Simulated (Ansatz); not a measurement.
# MgTiS3: complex band structure

Aim: relax a made-up compound, MgTiS3, and see how good a tunnel barrier it would be. It is built by putting S for O, Mg for Ba in the BaTiO3 structure of space group P4mm, with the volume rescaled by atomic radii. The parent structure comes from the Materials Project.

Main program and level: Ansatz 0.2.0; PBEsol DFT, plane waves, PAW files, in the first sound run; inputs show where later runs differ.

The structure was built from a prototype and need not be the compound's stable phase.

## 1. The structure

It takes space group P4mm (No. 99, tetragonal). The conventional cell has a = 4.023 Å, b = 4.023 Å, c = 4.137 Å, α = 90.00°, β = 90.00°, γ = 90.00°. Nearest to Mg lie 12 S at 2.83 to 2.94 Å. Nearest to Ti lie 6 S at 1.86 to 2.28 Å. S has 2 Ti at 2.02 Å and 4 Mg at 2.83 to 2.94 Å nearest. Nearest to S lie 2 Ti at 1.86 to 2.28 Å and 4 Mg at 2.85 Å. It derives from BaTiO3. S for O, Mg for Ba in the BaTiO3 structure of space group P4mm. Farther neighbours and most contacts between anions are not listed.

## 2. Cell and atoms at rest

The substituted atoms don't fit the parent's cell, so cell and atoms relax together. A small smearing keeps the run stable in case the gap closes on the way.

input.yaml

```yaml
crystal:
  lattice:
    - [4.0233432713, 0.0, 0.0]
    - [0.0, 4.0233432713, 0.0]
    - [0.0, 0.0, 4.1365469518]
  atoms:
    - { symbol: Mg, position: [0.5, 0.5, 0.58254146] }
    - { symbol: Ti, position: [0.0, 0.0, 0.1000427] }
    - { symbol: S, position: [0.0, 0.5, 0.06422054] }
    - { symbol: S, position: [0.5, 0.0, 0.06422054] }
    - { symbol: S, position: [0.0, 0.0, 0.54897175] }
kpoints:
  mp_grid: { grid: [6, 6, 6] }
scf:
  occupations: { method: gaussian, width: 0.03 }
hamiltonian:
  xc: pbesol
output:
  forces: true
  stress: true
relax:
  f_tol: 0.02
  max_steps: 60
  cell: {}
```

Command:

```console
ansatz run input.yaml --threads 2 --pin off --max-ram 4096MiB --backend cpu --events-out ev --progress --plain --runs-dir out
```

Numbers of over 12 decimals in the logs are rounded to 6 here.

Output:

```text
Engine: ansatz 0.2.0, aarch64-unknown-linux-gnu
Pseudopotentials: kind: paw
Pseudopotential: Mg, paw, valence charge 10, recommended cutoff 420 eV (normal), Mg.paw.azcp
Pseudopotential: Ti, paw, valence charge 12, recommended cutoff 420 eV (normal), Ti.paw.azcp
Pseudopotential: S, paw, valence charge 6, recommended cutoff 420 eV (normal), S.paw.azcp
Functional definition: PBEsol
  exchange = pbesol_x
  correlation = pbesol_c
Crystal: 5 atoms, lattice volume = 66.959 Å³
Basis set: ecut = 420 eV, 1325 PW (Γ), exchange–correlation on 54×54×60 points (8 copies of the dense FFT grid, shifted against one another)
Bands: 25, of which v1, the nominal top of the filled ones, is band 20 counted from 1 (19 counted from 0)
Symmetry: 8 space group operations
Space group: P4mm (ITA 99), of the structure as read, at distance tolerance 4.1e-5 Å
k-points: 40 of 216 (time reversal used)
Non-local potential: Mg, projectors of the file, l = 0: 3, l = 1: 2, l = 2: 1
Non-local potential: Ti, projectors of the file, l = 0: 3, l = 1: 2, l = 2: 3, l = 3: 1
Non-local potential: S, projectors of the file, l = 0: 2, l = 1: 2, l = 2: 2
PAW form: soft (Blöchl's): semilocal exchange-correlation on the pseudo side does not see the compensation charge
PAW frozen core: Mg, regenerated for the run's functional, and the local potential with it (the file was generated under x = pbe(κ = 0.804, μ = 0.219515), c = pbe(β = 0.066725))
PAW frozen core: Ti, regenerated for the run's functional, and the local potential with it (the file was generated under x = pbe(κ = 0.804, μ = 0.219515), c = pbe(β = 0.066725))
PAW frozen core: S, regenerated for the run's functional, and the local potential with it (the file was generated under x = pbe(κ = 0.804, μ = 0.219515), c = pbe(β = 0.066725))
PAW one-centre angular grid: Mg, 110 points (default); XC on 64 Gauss nodes
PAW one-centre angular grid: Ti, 590 points (default); XC on 64 Gauss nodes
PAW one-centre angular grid: S, 110 points (default); XC on 64 Gauss nodes
Initial density: superposition of atomic densities (neutral atoms: chi_scale 0, normalization atom), corrected by the library's trained network
Initial wavefunctions: pseudopotential atomic-orbital guess
Functional: x = pbesol(κ = 0.804, μ = 0.123457), c = pbesol(β = 0.046)
SCF iter   1: F=—  HF=-7038.184669 eV  |F-HF|=—  |Δ(HF+E_count)|=         —  Δρ=5.87e-3  dr2=1.58e-2  ethr=1.77e-3  ⟨swp⟩=6.2  Hψ=4985  notcnv=0
preconditioner: auto → Resta (q_TF=auto, 2.504 Å⁻¹)  ε∞=7.1  [insulator: Δε(μ)=0.052 eV  Ē_g=8.993 eV  σ=0.030 eV  W_gap=0.77  n_scr=18 (ndim 8)  ℏωp=22.2 eV  f_vac=0.000  D(μ)=0.93/eV (n_scr^D=6)  ε∞_Penn≈7.1]
SCF iter   2: F=—  HF=-7038.177632 eV  |F-HF|=—  |Δ(HF+E_count)|=   7.04e-3  Δρ=3.49e-3  dr2=7.63e-3  ethr=3.96e-5  ⟨swp⟩=2.5  Hψ=1929  notcnv=0  defer=31
SCF iter   3: F=—  HF=-7038.177182 eV  |F-HF|=—  |Δ(HF+E_count)|=   4.50e-4  Δρ=4.91e-4  dr2=1.12e-4  ethr=1.91e-5  ⟨swp⟩=2.0  Hψ=1578  notcnv=0  defer=31
SCF iter   4: F=—  HF=-7038.177177 eV  |F-HF|=—  |Δ(HF+E_count)|=   4.95e-6  Δρ=1.75e-4  dr2=2.14e-5  ethr=2.79e-7  ⟨swp⟩=2.4  Hψ=1457  notcnv=0  defer=31
SCF iter   5: F=—  HF=-7038.177201 eV  |F-HF|=—  |Δ(HF+E_count)|=   2.40e-5  Δρ=3.11e-5  dr2=1.05e-6  ethr=5.36e-8  ⟨swp⟩=2.0  Hψ=1253  notcnv=0  defer=31
SCF iter   6: F=-7038.177201 eV  HF=-7038.177201 eV  |F-HF|=1.83e-8  |Δ(HF+E_count)|=   1.63e-7  Δρ=8.99e-6  dr2=5.66e-8  ethr=2.50e-10  ⟨swp⟩=5.0  Hψ=3829  notcnv=0
SCF 1 converged in 6 iterations: F = -7038.177201 eV  dr2 = 5.66e-8
  greatest PAW one-centre occupation: 1.000 electrons in one spin orbital (limit 2), on the Mg atom at site 0 (counted from 0), in its partial waves of l = 0
relax step   1: F+E_penalty+E_count = -7038.17720052 eV  Δ(F+E_penalty+E_count) = +0.000e0 eV  max|allowed force component| = 9.886e0 eV/Å  Δτ_max = 0.0000 Å  P = +77.466 GPa  Ω = 66.959 Å³  (6 SCF iters, dr2 threshold 1.00e-7 eV, accepted)
Crystal: 5 atoms, lattice volume = 76.810 Å³
Basis set: ecut = 420 eV, 1491 PW (Γ), exchange–correlation on 54×54×60 points (8 copies of the dense FFT grid, shifted against one another)
Initial density: handed on by an earlier stage of this run
Initial wavefunctions: those handed on with the density
SCF iter   1: F=—  HF=-7042.621566 eV  |F-HF|=—  |Δ(HF+E_count)|=         —  Δρ=3.32e-2  dr2=1.66e0  ethr=3.10e-3  ⟨swp⟩=7.6  Hψ=5044  notcnv=0
preconditioner: auto → Kerker (q_TF=auto, 2.447 Å⁻¹)  [metal: Δε(μ)=0.011 eV  Ē_g=8.608 eV  σ=0.030 eV  W_gap=0.21  n_scr=18 (ndim 8)  ℏωp=20.8 eV  f_vac=0.000  D(μ)=2.89/eV (n_scr^D=26)]
SCF iter   2: F=—  HF=-7042.414681 eV  |F-HF|=—  |Δ(HF+E_count)|=   2.07e-1  Δρ=1.91e-2  dr2=6.30e-1  ethr=3.10e-3  ⟨swp⟩=2.0  Hψ=1481  notcnv=0  defer=34
SCF iter   3: F=—  HF=-7042.285355 eV  |F-HF|=—  |Δ(HF+E_count)|=   1.29e-1  Δρ=2.62e-3  dr2=1.13e-2  ethr=1.57e-3  ⟨swp⟩=2.6  Hψ=1526  notcnv=0  defer=34
SCF iter   4: F=—  HF=-7042.284838 eV  |F-HF|=—  |Δ(HF+E_count)|=   5.17e-4  Δρ=9.07e-4  dr2=1.57e-3  ethr=2.82e-5  ⟨swp⟩=2.4  Hψ=1846  notcnv=0  defer=33
SCF iter   5: F=—  HF=-7042.284481 eV  |F-HF|=—  |Δ(HF+E_count)|=   3.58e-4  Δρ=3.21e-4  dr2=2.05e-4  ethr=3.93e-6  ⟨swp⟩=2.4  Hψ=1504  notcnv=0  defer=33
SCF iter   6: F=—  HF=-7042.284373 eV  |F-HF|=—  |Δ(HF+E_count)|=   1.08e-4  Δρ=1.20e-4  dr2=1.88e-5  ethr=5.12e-7  ⟨swp⟩=2.3  Hψ=1445  notcnv=0  defer=33
SCF iter   7: F=—  HF=-7042.284367 eV  |F-HF|=—  |Δ(HF+E_count)|=   5.99e-6  Δρ=4.10e-5  dr2=1.61e-6  ethr=4.71e-8  ⟨swp⟩=2.1  Hψ=1509  notcnv=0  defer=33
SCF iter   8: F=-7042.284367 eV  HF=-7042.284367 eV  |F-HF|=5.24e-8  |Δ(HF+E_count)|=   2.51e-7  Δρ=1.31e-5  dr2=1.65e-7  ethr=1.25e-9  ⟨swp⟩=5.0  Hψ=3613  notcnv=0
SCF 2 converged in 8 iterations: F = -7042.284367 eV  dr2 = 1.65e-7
relax step   2: F+E_penalty+E_count = -7042.28436678 eV  Δ(F+E_penalty+E_count) = -4.107e0 eV  max|allowed force component| = 1.950e0 eV/Å  Δτ_max = 0.0936 Å  P = +38.154 GPa  Ω = 76.810 Å³  energy of the carried Pulay correction = -1.068e-3 eV  (8 SCF iters, dr2 threshold 5.00e-7 eV, accepted)
Crystal: 5 atoms, lattice volume = 87.177 Å³
Basis set: ecut = 420 eV, 1743 PW (Γ), exchange–correlation on 54×54×60 points (8 copies of the dense FFT grid, shifted against one another)
iter 1 solved again at ethr=2.40e-3 eV; its pass at ethr=3.10e-3 eV (dr2=9.59e-1 eV) is discarded
SCF iter   1: F=—  HF=-7044.169597 eV  |F-HF|=—  |Δ(HF+E_count)|=         —  Δρ=2.25e-2  dr2=9.57e-1  ethr=2.40e-3  ⟨swp⟩=1.0  Hψ=5709  notcnv=0
[...]
relax step  15: F+E_penalty+E_count = -7045.81854313 eV  Δ(F+E_penalty+E_count) = -1.566e-2 eV  max|allowed force component| = 3.824e-2 eV/Å  Δτ_max = 0.0353 Å  P = +0.150 GPa  Ω = 114.154 Å³  energy of the carried Pulay correction = -3.988e-4 eV  (7 SCF iters, dr2 threshold 5.00e-7 eV, accepted)
relax step  16: F+E_penalty+E_count = -7045.82809022 eV  Δ(F+E_penalty+E_count) = -9.547e-3 eV  max|allowed force component| = 8.812e-2 eV/Å  Δτ_max = 0.0295 Å  P = -0.045 GPa  Ω = 116.382 Å³  energy of the carried Pulay correction = -6.245e-4 eV  (7 SCF iters, dr2 threshold 5.00e-7 eV, accepted)
relax step  17: F+E_penalty+E_count = -7045.83218825 eV  Δ(F+E_penalty+E_count) = -4.098e-3 eV  max|allowed force component| = 1.372e-1 eV/Å  Δτ_max = 0.0231 Å  P = +0.012 GPa  Ω = 118.013 Å³  energy of the carried Pulay correction = -7.879e-4 eV  (7 SCF iters, dr2 threshold 5.00e-7 eV, accepted)
relax step  18: F+E_penalty+E_count = -7045.82538464 eV  Δ(F+E_penalty+E_count) = +6.804e-3 eV  max|allowed force component| = 5.119e-1 eV/Å  Δτ_max = 0.0233 Å  P = -0.454 GPa  Ω = 117.962 Å³  energy of the carried Pulay correction = -7.841e-4 eV  (7 SCF iters, dr2 threshold 5.00e-7 eV, rejected (line search))
relax step  19: F+E_penalty+E_count = -7045.83289586 eV  Δ(F+E_penalty+E_count) = -7.076e-4 eV  max|allowed force component| = 1.752e-2 eV/Å  Δτ_max = 0.0090 Å  P = -0.058 GPa  Ω = 117.890 Å³  energy of the carried Pulay correction = -7.765e-4 eV  (11 SCF iters, accepted)
relax step  20: F+E_penalty+E_count = -7045.83289125 eV  Δ(F+E_penalty+E_count) = +4.610e-6 eV  max|allowed force component| = 2.567e-2 eV/Å  Δτ_max = 0.0036 Å  P = +0.056 GPa  Ω = 117.712 Å³  energy of the carried Pulay correction = -7.595e-4 eV  (7 SCF iters, dr2 threshold 1.10e-8 eV, rejected (line search))
relax step  21: F+E_penalty+E_count = -7045.83293136 eV  Δ(F+E_penalty+E_count) = -3.550e-5 eV  max|allowed force component| = 2.115e-3 eV/Å  Δτ_max = 0.0017 Å  P = -0.003 GPa  Ω = 117.777 Å³  energy of the carried Pulay correction = -7.656e-4 eV  (9 SCF iters, accepted)
relax step  22: F+E_penalty+E_count = -7045.83560749 eV  Δ(F+E_penalty+E_count) = -2.676e-3 eV  max|allowed force component| = 2.792e-3 eV/Å  Δτ_max = 0.0000 Å  P = +0.037 GPa  Ω = 117.777 Å³  stress off target by 1.09e-1 GPa  SCF on the basis re-selected at this cell (its energy is not comparable with the rows above)  (8 SCF iters)
relax step  23: F+E_penalty+E_count = -7045.83579265 eV  Δ(F+E_penalty+E_count) = -1.852e-4 eV  max|allowed force component| = 3.530e-3 eV/Å  Δτ_max = 0.0031 Å  P = +0.028 GPa  Ω = 117.997 Å³  energy of the carried Pulay correction = -8.721e-6 eV  (6 SCF iters, dr2 threshold 2.97e-8 eV, accepted)
relax step  24: F+E_penalty+E_count = -7045.83596711 eV  Δ(F+E_penalty+E_count) = -1.745e-4 eV  max|allowed force component| = 3.969e-3 eV/Å  Δτ_max = 0.0070 Å  P = +0.003 GPa  Ω = 118.520 Å³  energy of the carried Pulay correction = -3.041e-5 eV  (8 SCF iters, dr2 threshold 1.35e-8 eV, accepted)
Basis set: ecut = 420 eV, 2307 PW (Γ), exchange–correlation on 64×64×80 points (8 copies of the dense FFT grid, shifted against one another)
iter 1 solved again at ethr=8.90e-8 eV; its pass at ethr=3.10e-3 eV (dr2=3.56e-5 eV) is discarded
SCF iter   1: F=—  HF=-7045.835682 eV  |F-HF|=—  |Δ(HF+E_count)|=         —  Δρ=6.50e-5  dr2=1.14e-7  ethr=8.90e-8  ⟨swp⟩=3.1  Hψ=7719  notcnv=0
preconditioner: auto → Resta (q_TF=auto, 2.277 Å⁻¹)  ε∞=6.6  [insulator: Δε(μ)=0.613 eV  Ē_g=7.049 eV  σ=0.030 eV  W_gap=1.00  n_scr=26 (ndim 8)  ℏωp=16.7 eV  f_vac=0.117  D(μ)=0.00/eV (n_scr^D=0)  ε∞_Penn≈6.6]
SCF iter   2: F=—  HF=-7045.835957 eV  |F-HF|=—  |Δ(HF+E_count)|=   2.75e-4  Δρ=3.28e-5  dr2=2.95e-8  ethr=2.86e-10  ⟨swp⟩=2.8  Hψ=1885  notcnv=0
SCF iter   3: F=—  HF=-7045.835999 eV  |F-HF|=—  |Δ(HF+E_count)|=   4.18e-5  Δρ=3.61e-6  dr2=1.48e-8  ethr=7.38e-11  ⟨swp⟩=2.5  Hψ=1464  notcnv=0
SCF iter   4: F=—  HF=-7045.835999 eV  |F-HF|=—  |Δ(HF+E_count)|=   1.70e-7  Δρ=1.82e-6  dr2=4.26e-9  ethr=3.71e-11  ⟨swp⟩=2.1  Hψ=1274  notcnv=0
SCF iter   5: F=—  HF=-7045.835999 eV  |F-HF|=—  |Δ(HF+E_count)|=   4.79e-8  Δρ=5.46e-7  dr2=4.18e-10  ethr=1.07e-11  ⟨swp⟩=1.3  Hψ=1015  notcnv=0
SCF iter   6: F=—  HF=-7045.835999 eV  |F-HF|=—  |Δ(HF+E_count)|=   5.65e-9  Δρ=1.43e-7  dr2=6.32e-11  ethr=1.05e-12  ⟨swp⟩=2.0  Hψ=1345  notcnv=0
SCF iter   7: F=-7045.835999 eV  HF=-7045.835999 eV  |F-HF|=2.09e-11  |Δ(HF+E_count)|=  3.38e-10  Δρ=9.59e-8  dr2=1.51e-11  ethr=1.00e-12  ⟨swp⟩=4.2  Hψ=3316  notcnv=0
SCF 25 converged in 7 iterations: F = -7045.835999 eV  dr2 = 1.51e-11
relax step  25: F+E_penalty+E_count = -7045.83599926 eV  Δ(F+E_penalty+E_count) = -3.214e-5 eV  max|allowed force component| = 3.930e-3 eV/Å  Δτ_max = 0.0000 Å  P = +0.003 GPa  Ω = 118.520 Å³  stress off target by 6.29e-3 GPa  SCF on the basis re-selected at this cell (its energy is not comparable with the rows above)  (7 SCF iters)
basis re-selected at this cell: Δ(F+E_penalty+E_count) = -3.214e-5 eV, ΔP = -0.000 GPa vs the last step (what re-selecting the basis moved, of the pressure what is left beyond the Pulay correction that the steps carried, after the strain that the cell walked since its last selection, with what the two solves' SCF thresholds leave and, on support functions, any second-order correction that the steps lacked; it is no measure of the basis error at this ecutwfc). The dense FFT grid was sized anew with the basis: this SCF ran on 32×32×40 points, the steps before it on 32×32×36, so part of this shift can come from that change (see relax.cell in the input reference). [rest of the remark cut]
SCF converged after 7 iterations
Free energy (F): -7045.835999 eV
Harris-Foulkes:  -7045.835999 eV  (|F-HF|=2.09e-11)
Internal energy: -7045.835999 eV  (E = F + TS)
E sigma→0 (E₀):  -7045.835999 eV
Fermi energy:    4.846059 eV
--- Per-component energies (eV) ---
  E_band       = -647.144309
  E_kinetic    = 669.731057
  E_local      = -3793.160429  (includes V_loc(G=0)·N_el)
  E_nonlocal   = 189.880465
  E_hartree    = 1459.924190
  E_xc         = -414.393925
  E_vxc        = -421.558059  (∫ρ·V_xc dr)
  E_paw        = -3056.004533  (= ΣΔE_a)
  E_vpaw       = -211.885988  (= ΣTr[D̂ρ^β])
  E_aug_tail   = 0.000120  (compensation charges beyond the density's cutoff)
  E_ewald      = -2102.197037
  E_core_change = 0.384094  (= ΣΔE_core)
  E_smearing   = -0.000000  (= −TS)
  E_closure    = -0.000000  (closes the sum)
  Σ components = -7045.835999   (vs F -7045.835999, Δ=0.00e0)
--- Forces (eV/Å), atoms counted from 1 ---
  atom   1  Mg    -0.00000000     0.00000000     0.00096509
  atom   2  Ti    -0.00000000     0.00000000    -0.00393092
  atom   3  S     -0.00000000     0.00000000     0.00079224
  atom   4  S      0.00000000     0.00000000     0.00079224
  atom   5  S     -0.00000000     0.00000000     0.00137731
  max |Σ_I F_I| component: 4.04e-6 eV/Å
--- Stress (GPa, compression-positive) ---
        0.001045       0.000000      -0.000000
        0.000000       0.001045      -0.000000
       -0.000000       0.000000       0.006288
  P = ⅓ Tr σ = 0.0028 GPa (0.028 kbar)
--- Relaxed structure (22 steps of the walk, 20 accepted, 3 SCFs on fresh bases) ---
  F+E_penalty+E_count = -7045.83599926 eV   max|allowed force component| = 3.930e-3 eV/Å   (the final SCF, on the basis selected at the relaxed cell)
  cell:  # Å, volume = 118.5200 Å³
    - [4.685276, 0, 2.937039026764159e-16]
    - [0, 4.685276, 0]
    - [3.019677669599725e-16, 0, 5.399099]
  atoms:
    - { symbol: Mg, position: [0.500000, 0.5, 0.823333] }
    - { symbol: Ti, position: [5.05470337205985e-19, 0, 0.102573] }
    - { symbol: S, position: [-1.8644380755267464e-17, 0.5, -0.029115] }
    - { symbol: S, position: [0.5, 0, -0.029115] }
    - { symbol: S, position: [-1.1316273714312349e-17, 0, 0.492321] }
```

It took 2 min on 2 threads of Arm Neoverse V1, shared host; peak memory 0.41 GiB.

Step by step (22 of 25):

```
step  energy less that of the first step (eV)  largest force component (eV/Å)  pressure (GPa)  volume (Å³)
   1                                   0.0000                          9.8857           77.47        66.96
   2                                  -4.1072                          1.9496           38.15        76.81
   3                                  -5.8254                          0.4324           15.38        87.18
   4                                  -6.3983                          0.5946            3.44        96.12
   6                                  -6.9928                          0.9513           -0.26       101.93
   7                                  -7.2736                          1.0296            0.64       103.02
   8                                  -7.4201                          0.5476           -0.60       108.39
   9                                  -7.4349                          0.1293           -0.26       107.96
  10                                  -7.4358                          0.0800            0.23       107.76
  11                                  -7.4360                          0.0103           -0.10       108.22
  12                                  -7.4361                          0.0021            0.01       108.05
  14                                  -7.6257                          0.0389            0.88       111.24
  15                                  -7.6413                          0.0382            0.15       114.15
  16                                  -7.6509                          0.0881           -0.05       116.38
  17                                  -7.6550                          0.1372            0.01       118.01
  18                                  -7.6482                          0.5119           -0.45       117.96
  19                                  -7.6557                          0.0175           -0.06       117.89
  20                                  -7.6557                          0.0257            0.06       117.71
 22*                                  -7.6584                          0.0028            0.04       117.78
  23                                  -7.6586                          0.0035            0.03       118.00
  24                                  -7.6588                          0.0040            0.00       118.52
 25*                                  -7.6588                          0.0039            0.00       118.52
```

Relaxation steps marked * repeat the geometry before them on a plane-wave basis chosen anew for their cell, so energy and pressure can jump there. Other such steps can lie between the rows shown. Relaxation steps 18, 20 were tried and not accepted.

The run keeps the 8 symmetry operations that it works with, so distortions that break them were not tested.

```
     cell as run  before  after   change
           a (Å)   4.023  4.685  +16.5 %
           b (Å)   4.023  4.685  +16.5 %
           c (Å)   4.137  5.399  +30.5 %
volume (Å³/atom)   13.39  23.70  +77.0 %
```

The atoms that moved most (Å, as changes of fractional coordinates times the final cell):

```
atom     dx     dy      dz  length
 Mg1  0.000  0.000   1.300   1.300
  S3  0.000  0.000  -0.504   0.504
  S4  0.000  0.000  -0.504   0.504
  S5  0.000  0.000  -0.306   0.306
 Ti2  0.000  0.000   0.014   0.014
```

Numbers from this step:

```yaml
free_energy: -7045.8360 eV
fermi_energy: 4.846 eV
pressure: 0.002793 GPa
```

The largest force component on a free atom ends at 0.0039 eV/Å.

(Continued in part 2 of 4.)

[Logs are printed without paths, hosts, clocks, repeated set-up lines and the standing remarks that a program may print on its own settings, such as how far it seeks lower states.]

[Hosts, paths, dates, database ids (printed as entryN), source tags and the programs' standing remarks are cut or masked in the printed files.]
